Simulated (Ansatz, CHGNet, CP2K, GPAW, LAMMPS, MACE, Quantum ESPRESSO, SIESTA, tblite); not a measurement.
# What went wrong? SIESTA on aqueous Li+ and I-, 1.5 mol of salt per kg of water at 360 K (110 atoms)

Program: SIESTA 5.4.2, a calculation on a cell of 36 O, 72 H, 1 Li and 1 I, 10.4 Å³ an atom.

input.fdf

```
SystemLabel cell
NumberOfAtoms 112
NumberOfSpecies 4
%block ChemicalSpeciesLabel
  1 8 O
  2 1 H
  3 3 Li
  4 53 I
%endblock ChemicalSpeciesLabel
LatticeConstant 1.0 Ang
%block LatticeVectors
  10.44226 0.00000 0.00000
  0.00000 10.44226 0.00000
  0.00000 0.00000 10.44226
%endblock LatticeVectors
PAO.BasisSize DZP
PAO.EnergyShift 0.01 Ry
PAO.Polarization.NonPerturbative T
XC.Functional GGA
XC.Authors PBE
MeshCutoff 500 Ry
%block kgrid_Monkhorst_Pack
  1 0 0 0.0
  0 1 0 0.0
  0 0 1 0.0
%endblock kgrid_Monkhorst_Pack
SolutionMethod diagon
OccupationFunction FD
ElectronicTemperature 580 K
SCF.Mixer.Method Pulay
SCF.Mixer.Weight 0.15
SCF.Mixer.History 8
SCF.Mix Hamiltonian
MaxSCFIterations 60
SCF.DM.Tolerance 1e-04
SCF.H.Tolerance 1.0e-3 eV
WriteForces T
Write.HirshfeldPop T
Write.VoronoiPop T
Write.DM F
Write.H F
XML.Write F
AtomicCoordinatesFormat Fractional
%block AtomicCoordinatesAndAtomicSpecies
  0.42411 0.03145 0.04980 1
  0.38477 0.03311 0.13709 2
  0.45501 0.11919 0.02704 2
  0.18334 0.05282 0.55987 1
  0.25394 0.02420 0.61790 2
  0.16045 0.14364 0.57982 2
  0.48700 0.15799 0.50571 1
  0.52562 0.07035 0.50527 2
  0.42148 0.16365 0.57532 2
  0.72454 0.72382 0.58047 1
[... 96 atom lines left out ...]
  0.16630 0.75453 0.49830 2
  0.09875 0.63748 0.41963 2
  0.87977 0.10412 0.22349 3
  0.87535 0.17902 0.73468 4
%endblock AtomicCoordinatesAndAtomicSpecies
```

Launch:

```
$ OMP_NUM_THREADS=1 mpirun -np 2 siesta < input.fdf > output.txt
```

The log of the run:

```text
Version         : 5.4.2
reinit: System Name:
reinit: System Label: cell
initatom: Reading input for the pseudopotentials and atomic orbitals ----------
Species number:   1 Atomic number:    8 Label: O
Species number:   2 Atomic number:    1 Label: H
Species number:   3 Atomic number:    3 Label: Li
Species number:   4 Atomic number:   53 Label: I
Ground state valence configuration (from tables):   2s02  2p04  3d00  4f00
Ground state valence configuration (from tables):   1s01  2p00  3d00  4f00
Ground state valence configuration (from tables):   2s01  2p00  3d00  4f00
Ground state valence configuration (from tables):   5s02  5p05  5d00  4f00
---- Processing specs for species: O
GGA--PBE XC_GGA_X_PBE--XC_GGA_C_PBE pb
---- Processing specs for species: H
GGA--PBE XC_GGA_X_PBE--XC_GGA_C_PBE pb
---- Processing specs for species: Li
GGA--PBE XC_GGA_X_PBE--XC_GGA_C_PBE pb
Semicore shell(s) with  2 electrons included in the valence for Li
---- Processing specs for species: I
GGA--PBE XC_GGA_X_PBE--XC_GGA_C_PBE pb
Semicore shell(s): 1s
O pseudopotential only contains V_ls up to l=2 -- lmxkb reset.
H pseudopotential only contains V_ls up to l=1 -- lmxkb reset.
Li pseudopotential only contains V_ls up to l=1 -- lmxkb reset.
I pseudopotential only contains V_ls up to l=2 -- lmxkb reset.
Using PAO.SplitTailNorm
%block ChemicalSpeciesLabel
    1    8 O                       # Species index, atomic number, species label
    2    1 H                       # Species index, atomic number, species label
    3    3 Li                      # Species index, atomic number, species label
    4   53 I                       # Species index, atomic number, species label
%endblock ChemicalSpeciesLabel
%block PAO.Basis                 # Define Basis set
O                     3                    # Species label, number of l-shells
 n=2   0   2                         # n, l, Nzeta
   3.532      2.299
   1.000      1.000
 n=2   1   2                         # n, l, Nzeta
   4.300      2.782
[...]
n=3   2   1                         # n, l, Nzeta
   4.300
   1.000
H                     2                    # Species label, number of l-shells
[...]
5.233
[...]
Li                    3                    # Species label, number of l-shells
[...]
I                     3                    # Species label, number of l-shells
[...]
n=5   1   2                         # n, l, Nzeta
   5.960      4.291
   1.000      1.000
 n=5   2   1                         # n, l, Nzeta
   5.960
   1.000
%endblock PAO.Basis
coor:   Atomic-coordinates input format  =     Fractional
coor: ERROR in AtomicCoordinatesAndAtomicSpecies block
coor: ERROR in AtomicCoordinatesAndAtomicSpecies block
Stopping Program from Node:    1
Stopping Program from Node:    1
coor: ERROR in AtomicCoordinatesAndAtomicSpecies block
Stopping Program from Node:    0
coor: ERROR in AtomicCoordinatesAndAtomicSpecies block
Stopping Program from Node:    0
```

The job ended after 0.84 s (2 MPI ranks of Arm Neoverse V2, shared host; peak memory 0.23 GiB).

Banners, paths, timers and routine set-up lines are dropped from the logs unmarked, and long logs keep their key lines alone; longer cuts are marked.

**Question.** Which part of the input is at fault, and how is it mended?

A wrong count of atoms: NumberOfAtoms 110 written as NumberOfAtoms 112. Mend: write NumberOfAtoms 110 in place of NumberOfAtoms 112.

The program stopped at the start.

[Also dropped from logs without a mark: logging warnings of Python, and SIESTA's first energy breakdown and zero terms.]

[Logs are printed without paths, hosts, clocks, repeated set-up lines and the standing remarks that a program may print on its own settings, such as how far it seeks lower states.]

[Hosts, paths, dates, database ids (printed as entryN), source tags and the programs' standing remarks are cut or masked in the printed files.]

[In the cut log the line «Semicore shell(s)» belongs to another species than the heading above it.]
